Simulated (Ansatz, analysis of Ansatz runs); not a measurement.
**Does the charge change how S moves in Al5AgS8 (F-43m)?**

Aim: compare the barrier of one jump in Al5AgS8 (F-43m) across charge states. The case: V_S hop (3.2 Å), in a cell of 56 host atoms with 1 S taken out.

Main program and level: analysis of Ansatz runs 0.2.0; migration barriers of one hop by charge state from climbing-image bands, PBEsol; no image-charge correction, which largely cancels along a path.

### Step 1. Set-up

The cell holds 55 atoms: 20 Al, 4 Ag and 31 S. Its edges and angles: a = 10.073 Å, b = 10.073 Å, c = 10.073 Å, α = 90.0°, β = 90.0°, γ = 90.0°. It derives from Al5AgS8 (space group F-43m). Nearest the centre at fractional (0.500, 0.113, 0.500): S25 at 1.62 Å, Al15 at 1.69 Å, Al9 at 1.69 Å, S35 at 2.81 Å, S37 at 2.81 Å, Al6 at 2.88 Å, Al4 at 2.89 Å, S52 at 3.18 Å.

Coordinates:

```xyz
55
Lattice="10.0726 0.0000 0.0000 0.0000 0.0000 -10.0726 0.0000 10.0726 0.0000" Properties=species:S:1:pos:R:3 pbc="T T T"
Al    1.1942    6.2305   -3.8421
Al    1.1942    1.1942   -8.8784
Al    6.2305    1.1942   -3.8421
Al    6.2305    6.2305   -8.8784
Al    3.8421    8.8784   -3.8421
Al    3.8421    3.8421   -8.8784
Al    8.8784    3.8421   -3.8421
Al    8.8784    8.8784   -8.8784
Al    3.8421    6.2305   -1.1942
Al    3.8421    1.1942   -6.2305
Al    8.8784    1.1942   -1.1942
Al    8.8784    6.2305   -6.2305
Al    1.1942    8.8784   -1.1942
Al    1.1942    3.8421   -6.2305
Al    6.2305    3.8421   -1.1942
Al    6.2305    8.8784   -6.2305
Al    0.0000    5.0363    0.0000
Al    0.0000    0.0000   -5.0363
Al    5.0363    0.0000    0.0000
Al    5.0363    5.0363   -5.0363
Ag    2.5182    2.5182   -2.5182
Ag    2.5182    7.5545   -7.5545
Ag    7.5545    7.5545   -2.5182
Ag    7.5545    2.5182   -7.5545
S     3.8895    3.8895   -1.1468
S     3.8895    8.9258   -6.1831
S     8.9258    8.9258   -1.1468
S     8.9258    3.8895   -6.1831
S     1.1468    1.1468   -1.1468
S     1.1468    6.1831   -6.1831
S     6.1831    1.1468   -6.1831
S     1.1468    3.8895   -3.8895
S     1.1468    8.9258   -8.9258
S     6.1831    8.9258   -3.8895
S     6.1831    3.8895   -8.9258
S     3.8895    1.1468   -3.8895
S     3.8895    6.1831   -8.9258
S     8.9258    6.1831   -3.8895
S     8.9258    1.1468   -8.9258
S     3.6900    8.7263   -1.3463
S     3.6900    3.6900   -6.3826
S     8.7263    3.6900   -1.3463
S     8.7263    8.7263   -6.3826
S     1.3463    6.3826   -1.3463
S     1.3463    1.3463   -6.3826
S     6.3826    1.3463   -1.3463
S     6.3826    6.3826   -6.3826
S     1.3463    8.7263   -3.6900
S     1.3463    3.6900   -8.7263
S     6.3826    3.6900   -3.6900
S     6.3826    8.7263   -8.7263
S     3.6900    6.3826   -3.6900
S     3.6900    1.3463   -8.7263
S     8.7263    1.3463   -3.6900
S     8.7263    6.3826   -8.7263
```

The cell's shortest repeat is 10.1 Å.

### Step 2. The bands

Climbing-image bands with Ansatz at one point at (¼, ¼, ¼), on 4 threads of Intel Xeon 6975P-C (Granite Rapids), shared host:

| charge | moment (μB) | images | iterations | energies along the band (eV) | time |
| --- | --- | --- | --- | --- | --- |
| +2 | 0 | 5 | 9 | 0.00, 0.54, 0.84, 1.13, 0.83, 0.48, -0.09 | 5 min |
| 0 | 0 | 5 | 19 | 0.00, 0.46, 1.71, 2.83, 1.59, 0.47, -0.10 | 8.3 min |

### Step 3. Barriers and rates

Arrhenius rates with an assumed prefactor of 1e13 per second. Table of hop rate by temperature:

| temperature (K) | charge +2 (1/s) | charge +0 (1/s) |
| --- | --- | --- |
| 200 | 4.4e-16 | 5.7e-59 |
| 300 | 1.2e-6 | 3.2e-35 |
| 400 | 0.0660 | 2.4e-23 |
| 600 | 3517 | 1.8e-11 |
| 800 | 8.1e5 | 1.5e-5 |
| 1000 | 2.1e7 | 0.0563 |

### Step 4. What came out

| Quantity | Value |
| --- | --- |
| barrier at charge plus 2 | 1.13 eV |
| barrier at charge 0 | 2.83 eV |

What this shows: The barrier is lowest at charge +2 (1.13 eV) and highest at 0 (2.83 eV). No image-charge correction is applied. The order of the top as a saddle was not checked for all atoms, so a bent path could be lower. Limits: one k-point off the zone centre stands for the whole zone; spin–orbit coupling, which can matter with heavy atoms, is left out.

[Logs are printed without paths, hosts, clocks, repeated set-up lines and the standing remarks that a program may print on its own settings, such as how far it seeks lower states.]

[Hosts, paths, dates, database ids (printed as entryN), source tags and the programs' standing remarks are cut or masked in the printed files.]
